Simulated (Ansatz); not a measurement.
# BaSr2Ti3O9 (perovskite [001] superlattice) (P4mm): the gap up the ladder of methods

What gap does each level of theory give for BaSr2Ti3O9 (perovskite [001] superlattice) (P4mm), and in what time?

Method: density functionals, hybrids and G0W0, plane waves, PAW, in Ansatz 0.2.0.

The structure was built from a prototype and need not be the compound's stable phase.

### 1. The structure

It takes space group P4mm (No. 99, tetragonal). Conventional cell: a = 3.912 Å, b = 3.912 Å, c = 11.838 Å, α = 90.00°, β = 90.00°, γ = 90.00°. Nearest to Sr lie 12 O at 2.70 to 2.80 Å. O has 2 Ti at 1.85 to 2.04 Å and 4 Sr at 2.77 Å nearest. Nearest to Ti lie 6 O at 1.86 to 2.04 Å. O has 2 Ti at 1.96 Å and 4 Sr at 2.70 to 2.82 Å nearest. Nearest to Sr lie 12 O at 2.69 to 2.82 Å. O has 2 Ti at 1.86 to 2.04 Å and 4 Sr at 2.77 Å nearest. It derives from SrTiO3. Farther neighbours and most contacts between anions are not listed.

The structure was relaxed with PBEsol. The runs that relaxed it are not among those shown. Spin-orbit coupling is left out unless a step names it.

The logs state that the PAW files were generated under PBE.

### 2. PBEsol on the 6×6×2 mesh

Levels along a band path and on the mesh show where this functional puts the band edges.

This step: DFT, PBEsol, plane waves, PAW; PAW set soft_1.

The input, input.yaml:

```yaml
crystal:
  lattice:
    - [3.9123432176, 0.0, 0.0]
    - [0.0, 3.9123432176, 0.0]
    - [0.0, 0.0, 11.8381029905]
  atoms:
    - { symbol: Sr, position: [0.0, 0.0, 0.0869191166] }
    - { symbol: O, position: [0.5, 0.5, 0.0801360104] }
    - { symbol: Ti, position: [0.5, 0.5, 0.2527204528] }
    - { symbol: O, position: [0.5, 0.0, 0.244166961] }
    - { symbol: O, position: [0.0, 0.5, 0.244166961] }
    - { symbol: Sr, position: [0.0, 0.0, 0.4160386449] }
    - { symbol: O, position: [0.5, 0.5, 0.4094797844] }
    - { symbol: Ti, position: [0.5, 0.5, 0.5819432431] }
    - { symbol: O, position: [0.5, 0.0, 0.5715622087] }
    - { symbol: O, position: [0.0, 0.5, 0.5715622087] }
    - { symbol: Ba, position: [0.0, 0.0, 0.74974787] }
    - { symbol: O, position: [0.5, 0.5, 0.7421089578] }
    - { symbol: Ti, position: [0.5, 0.5, 0.9241821691] }
    - { symbol: O, position: [0.5, 0.0, 0.9174443591] }
    - { symbol: O, position: [0.0, 0.5, 0.9174443591] }
kpoints:
  mp_grid: { grid: [6, 6, 2] }
  band_path:
    path:
      - [[0.0, 0.0, 0.0], [0.0, 0.5, 0.0], [0.5, 0.5, 0.0], [0.0, 0.0, 0.0], [0.0, 0.0, 0.5], [0.0, 0.5, 0.5], [0.5, 0.5, 0.5], [0.0, 0.0, 0.5]]
      - [[0.0, 0.5, 0.0], [0.0, 0.5, 0.5]]
      - [[0.5, 0.5, 0.0], [0.5, 0.5, 0.5]]
    npoints: 10
hamiltonian:
  xc: pbesol
  pseudopotentials: { kind: paw, azcp: { folder: soft_1 }, xc_functional: pbe }
scf:
  occupations: { method: fermi_dirac, width: 0.02 }
  n_extra_bands: 9
output:
  eigenvalues: true
  forces: true
  stress: true
  write_density: true
  write_potential: true
  elf: true
  volumetric_format: npy
```

Launch:

```console
$ ansatz run input.yaml --threads 3 --pin off --max-ram 92160MiB --backend cuda --events-out ev --progress --plain --runs-dir out --devices 1 --max-vram 13GiB
```

Numbers of over 12 decimals in the logs are rounded to 6 here.

The program printed:

```text
scf.n_extra_bands = 9 over 60 filled bands (N_el = 120.0): the run solves 69 bands
GPUs: using 1 of 1 available (devices: 1).
Engine: ansatz 0.2.0, x86_64-unknown-linux-gnu
Pseudopotentials: kind: paw
Pseudopotential: Sr, paw, valence charge 10, recommended cutoff 420 eV (normal), soft_1/Sr.paw.azcp
Pseudopotential: O, paw, valence charge 6, recommended cutoff 420 eV (normal), soft_1/O.paw.azcp
Pseudopotential: Ti, paw, valence charge 12, recommended cutoff 420 eV (normal), soft_1/Ti.paw.azcp
Pseudopotential: Ba, paw, valence charge 10, recommended cutoff 420 eV (normal), soft_1/Ba.paw.azcp
Functional definition: PBEsol
  exchange = pbesol_x
  correlation = pbesol_c
device memory: the entry about to start is reckoned to put 4.5 GiB on a device that reports 49.1 GiB free (of which the cap on the GPU budget leaves the run 13.0 GiB)
GPU FFT provider: cuFFT
GPU libraries: cuBLAS 13.8.2, cuFFT 12.4.0, cuSOLVER 12.3.4
Crystal: 15 atoms, lattice volume = 181.199 Å³
Basis set: ecut = 420 eV, 3567 PW (Γ), exchange–correlation on 54×54×160 points (8 copies of the dense FFT grid, shifted against one another)
Bands: 69, of which v1, the nominal top of the filled ones, is band 60 counted from 1 (59 counted from 0)
Symmetry: 8 space group operations
Space group: P4mm (ITA 99), of the structure as read, at distance tolerance 5.7e-5 Å
k-points: 20 of 72
Non-local potential: Sr, projectors of the file, l = 0: 3, l = 1: 2, l = 2: 2
Non-local potential: O, projectors of the file, l = 0: 2, l = 1: 2, l = 2: 1
Non-local potential: Ti, projectors of the file, l = 0: 3, l = 1: 2, l = 2: 3, l = 3: 1
Non-local potential: Ba, projectors of the file, l = 0: 3, l = 1: 2, l = 2: 2, l = 3: 2
PAW form: soft (Blöchl's): semilocal exchange-correlation on the pseudo side does not see the compensation charge
PAW frozen core: Sr, regenerated for the run's functional, and the local potential with it (the file was generated under x = pbe(κ = 0.804, μ = 0.219515), c = pbe(β = 0.066725))
PAW frozen core: O, regenerated for the run's functional, and the local potential with it (the file was generated under x = pbe(κ = 0.804, μ = 0.219515), c = pbe(β = 0.066725))
PAW frozen core: Ti, regenerated for the run's functional, and the local potential with it (the file was generated under x = pbe(κ = 0.804, μ = 0.219515), c = pbe(β = 0.066725))
PAW frozen core: Ba, regenerated for the run's functional, and the local potential with it (the file was generated under x = pbe(κ = 0.804, μ = 0.219515), c = pbe(β = 0.066725))
PAW one-centre angular grid: Sr, 110 points (default); XC on 64 Gauss nodes
PAW one-centre angular grid: O, 110 points (default); XC on 64 Gauss nodes
PAW one-centre angular grid: Ti, 590 points (default); XC on 64 Gauss nodes
PAW one-centre angular grid: Ba, 194 points (default); XC on 64 Gauss nodes
Initial density: superposition of atomic densities (chi_scale 0.1, normalization cell, long waves kept (reshape's long-wave potential 0.31 eV rms))
Initial wavefunctions: pseudopotential atomic-orbital guess
GPU buffer pool allocated for 58320 grid points (all kernels)
GPU transforms: local potential and band sums: pruned to the plane-wave sphere, on 27×27×80
Functional: x = pbesol(κ = 0.804, μ = 0.123457), c = pbesol(β = 0.046)
SCF iter   1: F=—  HF=-25343.335970 eV  |F-HF|=—  |Δ(HF+E_count)|=         —  Δρ=5.42e-2  dr2=6.39e0  ethr=3.10e-3  ⟨swp⟩=9.3  Hψ=6142  notcnv=0
preconditioner: auto → Resta (q_TF=auto, 2.547 Å⁻¹)  ε∞=6.2  [insulator: Δε(μ)=1.090 eV  Ē_g=11.503 eV  σ=0.020 eV  W_gap=1.00  n_scr=56 (ndim 8)  ℏωp=26.2 eV  f_vac=0.000  D(μ)=0.00/eV (n_scr^D=0)  ε∞_Penn≈6.2]
SCF iter   2: F=—  HF=-25342.474216 eV  |F-HF|=—  |Δ(HF+E_count)|=   8.62e-1  Δρ=2.68e-2  dr2=2.04e0  ethr=3.10e-3  ⟨swp⟩=3.0  Hψ=2315  notcnv=0  defer=56
SCF iter   3: F=—  HF=-25342.180090 eV  |F-HF|=—  |Δ(HF+E_count)|=   2.94e-1  Δρ=9.15e-3  dr2=1.48e-1  ethr=1.70e-3  ⟨swp⟩=4.1  Hψ=2429  notcnv=0  defer=56
SCF iter   4: F=—  HF=-25342.163968 eV  |F-HF|=—  |Δ(HF+E_count)|=   1.61e-2  Δρ=2.76e-3  dr2=1.22e-2  ethr=1.24e-4  ⟨swp⟩=4.3  Hψ=2598  notcnv=0  defer=50
SCF iter   5: F=—  HF=-25342.166174 eV  |F-HF|=—  |Δ(HF+E_count)|=   2.21e-3  Δρ=4.68e-4  dr2=3.24e-4  ethr=1.01e-5  ⟨swp⟩=3.8  Hψ=2586  notcnv=0  defer=50
SCF iter   6: F=—  HF=-25342.166084 eV  |F-HF|=—  |Δ(HF+E_count)|=   9.02e-5  Δρ=2.09e-4  dr2=7.62e-5  ethr=2.70e-7  ⟨swp⟩=2.0  Hψ=2537  notcnv=0  defer=50
SCF iter   7: F=—  HF=-25342.166189 eV  |F-HF|=—  |Δ(HF+E_count)|=   1.05e-4  Δρ=7.50e-5  dr2=1.02e-5  ethr=6.35e-8  ⟨swp⟩=2.0  Hψ=2454  notcnv=0  defer=50
SCF iter   8: F=—  HF=-25342.166188 eV  |F-HF|=—  |Δ(HF+E_count)|=   5.35e-7  Δρ=2.00e-5  dr2=6.47e-7  ethr=8.52e-9  ⟨swp⟩=2.0  Hψ=2180  notcnv=0  defer=50
SCF iter   9: F=-25342.166188 eV  HF=-25342.166188 eV  |F-HF|=1.86e-8  |Δ(HF+E_count)|=   1.21e-8  Δρ=5.26e-6  dr2=4.52e-8  ethr=8.33e-11  ⟨swp⟩=19.6  Hψ=13965  notcnv=0
SCF 1 converged in 9 iterations: F = -25342.166188 eV  dr2 = 4.52e-8
  Residual-converged pass: ⟨swp⟩=1.1  Hψ=1461  notcnv=0  max |occ|·‖R‖ = 7.0e-9 eV (tolerance 1.0e-8 eV)  dr2=4.52e-8  dr2_onsite=6.29e-9  max |Δocc| = 0.0e0
[...]
device memory: the entry about to start is reckoned to put 3.8 GiB on a device that reports 47.0 GiB free (of which the cap on the GPU budget leaves the run 13.0 GiB)
NSCF: frozen V_eff on 93 k-points
SCF converged after 9 iterations
Free energy (F): -25342.166188 eV
Harris-Foulkes:  -25342.166188 eV  (|F-HF|=1.86e-8)
Internal energy: -25342.166188 eV  (E = F + TS)
E sigma→0 (E₀):  -25342.166188 eV
Fermi energy:    11.058915 eV
--- Per-component energies (eV) ---
  E_band       = -543.151970
  E_kinetic    = 2986.001201
  E_local      = -7077.544117  (includes V_loc(G=0)·N_el)
  E_nonlocal   = 1212.271788
  E_hartree    = 2533.959060
  E_xc         = -1537.173819
  E_vxc        = -1705.284271  (∫ρ·V_xc dr)
  E_paw        = -14846.473289  (= ΣΔE_a)
  E_vpaw       = -1026.517877  (= ΣTr[D̂ρ^β])
  E_aug_tail   = 0.006624  (compensation charges beyond the density's cutoff)
  E_ewald      = -8614.369514
  E_core_change = 1.155878  (= ΣΔE_core)
  E_smearing   = -0.000000  (= −TS)
  E_closure    = 0.000000  (closes the sum)
  Σ components = -25342.166188   (vs F -25342.166188, Δ=0.00e0)
--- Forces (eV/Å), atoms counted from 1 ---
  atom   1  Sr     0.00000000     0.00000000    -0.00035890
  atom   2  O     -0.00000000     0.00000000    -0.00000555
  atom   3  Ti    -0.00000000     0.00000000    -0.00239812
  atom   4  O     -0.00000000     0.00000000     0.00042168
  atom   5  O     -0.00000000     0.00000000     0.00042168
  atom   6  Sr    -0.00000000     0.00000000     0.00037678
  atom   7  O      0.00000000     0.00000000     0.00197652
  atom   8  Ti     0.00000000     0.00000000     0.00025795
  atom   9  O     -0.00000000     0.00000000    -0.00026575
  atom  10  O      0.00000000     0.00000000    -0.00026575
  atom  11  Ba    -0.00000000     0.00000000    -0.00180640
  atom  12  O      0.00000000     0.00000000     0.00126739
  atom  13  Ti    -0.00000000     0.00000000     0.00014061
  atom  14  O      0.00000000     0.00000000     0.00011313
  atom  15  O     -0.00000000     0.00000000     0.00011313
  max |Σ_I F_I| component: 1.16e-5 eV/Å
--- Stress (GPa, compression-positive) ---
       -0.006246       0.000000       0.000000
        0.000000      -0.006246       0.000000
       -0.000000       0.000000       0.015051
  P = ⅓ Tr σ = 0.0009 GPa (0.009 kbar)
--- Band table (eV; the first three rows and the last of 20) ---
  k-point 0: bands = [... 56 lower, 9.4907, 9.7008, 9.7259, 9.7259, 11.9829, 12.0788, 12.1309, 12.1873, ... 5 higher]
  k-point 1: bands = [... 56 lower, 9.6038, 9.6038, 9.6568, 9.6568, 12.0143, 12.0260, 12.1524, 12.6621, ... 5 higher]
  k-point 2: bands = [... 56 lower, 9.1690, 9.2240, 9.5130, 9.6109, 12.2165, 12.5591, 12.6062, 12.6124, ... 5 higher]
  k-point 19: bands = [... 56 lower, 10.0356, 10.0550, 10.0697, 10.1265, 14.0705, 14.0705, 14.0955, 14.0955, ... 5 higher]
```

The job ended after 9.9 s (1 × NVIDIA H100 80GB HBM3 (shared by 6 runs) with 3 threads of AMD EPYC 7R13 (Zen 3), shared host; peak memory 1.1 GiB; 14 s of CPU time).

Numbers from this step:

```
pressure             : 8.53e-4 GPa
filled bands         : 60
gap                  : 1.856 eV
valence top at       : A
conduction bottom at : Γ
least direct gap     : 2.257 eV
```

Over mesh and path the gap is 1.856 eV, from k = (0.500, 0.500, 0.500) to k = Γ. The least direct gap found is 2.257 eV, at k = Γ.

### 3. PBEsol+SOC on the 6×6×2 mesh

This run has two-component orbitals with spin-orbit coupling.

This step: DFT, PBEsol with spin-orbit coupling, plane waves, PAW; PAW set soft_1.

input.yaml, as its differences from that of step 2:

```diff
@@ -25,12 +25,18 @@
     path:
-      - [[0.0, 0.0, 0.0], [0.0, 0.5, 0.0], [0.5, 0.5, 0.0], [0.0, 0.0, 0.0], [0.0, 0.0, 0.5], [0.0, 0.5, 0.5], [0.5, 0.5, 0.5], [0.0, 0.0, 0.5]]
-      - [[0.0, 0.5, 0.0], [0.0, 0.5, 0.5]]
-      - [[0.5, 0.5, 0.0], [0.5, 0.5, 0.5]]
-    npoints: 10
+      - [0.0, 0.0, 0.0]
+      - [0.0, 0.5, 0.0]
+      - [0.5, 0.5, 0.0]
+      - [0.0, 0.0, 0.5]
+      - [0.0, 0.5, 0.5]
+      - [0.5, 0.5, 0.5]
+    npoints: 1
 hamiltonian:
   xc: pbesol
-  pseudopotentials: { kind: paw, azcp: { folder: soft_1 }, xc_functional: pbe }
+  pseudopotentials: { kind: paw_fr, azcp: { folder: soft_1 }, xc_functional: pbe }
 scf:
-  occupations: { method: fermi_dirac, width: 0.02 }
-  n_extra_bands: 9
+  occupations: { method: fixed }
+  n_extra_bands: 18
+magnetization:
+  noncollinear: true
+  spin_orbit: true
 output:
@@ -39,5 +45 @@
   stress: true
-  write_density: true
-  write_potential: true
-  elf: true
-  volumetric_format: npy
```

The program printed:

```text
[...]
GPUs: using 1 of 1 available (devices: 1).
[...]
non-collinear run that drives no moment, with spin-orbit: no starting moment large enough to seed its density (crystal.atoms[].spin), no starting occupations that ask for one, no magnetisation constraint and no magnetic field, so the semilocal B_xc is pinned to zero
[...]
GPU FFT provider: cuFFT
GPU libraries: cuBLAS 13.8.2, cuFFT 12.4.0, cuSOLVER 12.3.4
Crystal: 15 atoms, lattice volume = 181.199 Å³
Basis set: ecut = 420 eV, 3567 PW (Γ), exchange–correlation on 54×54×160 points (8 copies of the dense FFT grid, shifted against one another)
Bands: 138, of which v1, the nominal top of the filled ones, is band 120 counted from 1 (119 counted from 0)
Symmetry: 8 space group operations + 8 with time reversal
[...]
k-points: 20 of 72
[...]
atom  12  O     -0.00000000     0.00000000     0.00140905
  atom  13  Ti     0.00000000     0.00000000     0.00057913
  atom  14  O      0.00000000     0.00000000    -0.00022156
  atom  15  O     -0.00000000     0.00000000    -0.00022156
  max |Σ_I F_I| component: 6.46e-5 eV/Å
--- Stress (GPa, compression-positive) ---
       -0.006033       0.000000       0.000000
        0.000000      -0.006033       0.000000
        0.000000       0.000000       0.016690
  P = ⅓ Tr σ = 0.0015 GPa (0.015 kbar)
--- Band table (eV; the first three rows and the last of 20) ---
  k-point 0: bands = [... 116 lower, 9.7350, 9.7350, 9.7549, 9.7549, 11.9789, 11.9789, 12.0755, 12.0755, ... 14 higher]
  k-point 1: bands = [... 116 lower, 9.6235, 9.6235, 9.6889, 9.6889, 12.0110, 12.0110, 12.0226, 12.0226, ... 14 higher]
  k-point 2: bands = [... 116 lower, 9.4999, 9.5115, 9.6055, 9.6270, 12.2111, 12.2147, 12.5515, 12.5566, ... 14 higher]
  k-point 19: bands = [... 116 lower, 10.0662, 10.0662, 10.1238, 10.1238, 14.0589, 14.0589, 14.0751, 14.0751, ... 14 higher]
[key lines of the parts left out:]
SCF converged after 12 iterations
Magnetization: |M| = 0.0000 μB,  M = (+0.0000, +0.0000, +0.0000) μB
Free energy (F): -25348.245455 eV
Fermi energy:    10.123791 eV
```

Run time: 10 s. Hardware: 1 × NVIDIA H100 80GB HBM3 (shared by 6 runs) with 3 threads; peak memory 1.2 GiB.

Numbers from this step:

- pressure: 0.001541 GPa
- gap: 1.855 eV
- valence top at: A
- conduction bottom at: Γ
- least direct gap: 2.224 eV

Over mesh and listed points the gap is 1.855 eV, from k = (0.500, 0.500, 0.500) to k = Γ. The least direct gap found is 2.224 eV, at k = Γ. PBEsol+SOC against PBEsol: 1.855 − 1.856 = −0.001 eV, with the same mesh, set of files (read in its fully relativistic form for the spin-orbit run) and cutoff, and both edges at the same k points. The spin-orbit run sees mesh and listed points alone, so its gap is an upper bound: the coupling can move an edge off these points, the more so as this crystal has no centre of inversion, and the change over the zone, its sign included where it is small, is not known.

### 4. HSE06 on the 4×4×2 mesh

HSE06 mixes in a quarter of exact exchange at short range.

This step: DFT, HSE06, plane waves, PAW; PAW set soft_1.

input.yaml, as its differences from that of step 3:

```diff
@@ -22,3 +22,3 @@
 kpoints:
-  mp_grid: { grid: [6, 6, 2] }
+  mp_grid: { grid: [4, 4, 2] }
   band_path:
@@ -33,13 +33,12 @@
 hamiltonian:
-  xc: pbesol
-  pseudopotentials: { kind: paw_fr, azcp: { folder: soft_1 }, xc_functional: pbe }
+  xc: hse06
+  pseudopotentials: { kind: paw, azcp: { folder: soft_1 } }
 scf:
   occupations: { method: fixed }
-  n_extra_bands: 18
-magnetization:
-  noncollinear: true
-  spin_orbit: true
+  n_extra_bands: 9
 output:
   eigenvalues: true
-  forces: true
-  stress: true
+  write_density: true
+  write_potential: true
+  elf: true
+  volumetric_format: npy
```

The program printed:

```text
[...]
GPUs: using 1 of 1 available (devices: 1).
[...]
davidson cushion auto → on  (no smearing: the cushion is to keep the highest requested band from converging to the state above it; pin scf.eigensolver.cushion to override)
[...]
GPU FFT provider: cuFFT
GPU libraries: cuBLAS 13.8.2, cuFFT 12.4.0, cuSOLVER 12.3.4
Crystal: 15 atoms, lattice volume = 181.199 Å³
Basis set: ecut = 420 eV, 3567 PW (Γ)
[...]
Fermi energy:    9.248736 eV
[...]
--- Band table (eV; the first three rows and the last of 12) ---
  k-point 0: bands = [... 56 lower, 8.5687, 8.7887, 8.8390, 8.8390, 12.6012, 12.7016, 12.7724, 12.7910, ... 5 higher]
  k-point 1: bands = [... 56 lower, 8.6988, 8.6988, 8.7591, 8.7591, 12.6317, 12.6512, 12.7923, 13.2856, ... 5 higher]
  k-point 2: bands = [... 56 lower, 8.4678, 8.4884, 8.4953, 8.5867, 12.8649, 13.7014, 13.7017, 13.7368, ... 5 higher]
  k-point 11: bands = [... 56 lower, 9.1492, 9.1772, 9.1828, 9.2487, 14.8512, 14.8512, 14.8805, 14.8805, ... 5 higher]
[key lines of the parts left out:]
Free energy (F): -25676.053376 eV
```

Elapsed: 36 s, on 1 × NVIDIA H100 80GB HBM3 (shared by 6 runs) with 3 threads; peak memory 1.6 GiB; 72 s of CPU time.

Numbers from this step:

```yaml
gap: 3.352 eV
valence_top_at: A
conduction_bottom_at: Γ
least_direct_gap: 3.762 eV
exact_exchange_fraction: 0.25
```

Over mesh and listed points the gap is 3.352 eV, from k = (0.500, 0.500, 0.500) to k = Γ. The least direct gap found is 3.762 eV, at k = Γ. HSE06 against PBEsol: 3.352 − 1.856 = +1.496 eV. The runs also differ in mesh (6×6×2 and 4×4×2), so how much of this comes from the functional alone is not known. The program's warnings for this run: metallic iterate.

[end of part 1 of 2]

[Paths, hosts, dates, memory and timing lines, banners, echoed tables and standing remarks are left out of the program output.]

[Logs are printed without paths, hosts, clocks, repeated set-up lines and the standing remarks that a program may print on its own settings, such as how far it seeks lower states.]

[Runs of the session that timed out or met a known fault of the program may be left out.]

[Cells called generated may have been cut or substituted from an entry of the Crystallography Open Database or the Materials Project.]

[Hosts, paths, dates, database ids (printed as entryN), source tags and the programs' standing remarks are cut or masked in the printed files.]

[Where an RPA ε∞ is given, it is that of the G0W0 mesh and is not shown converged in it. Names of k-points follow the symmetry that the program found, which can be lower than the space group named. Band edges on a path are those of the sampled points; other points can move an edge, and change direct to indirect where valleys lie close.]

[Hybrid gaps are those of their k-mesh and are not shown converged in it.]
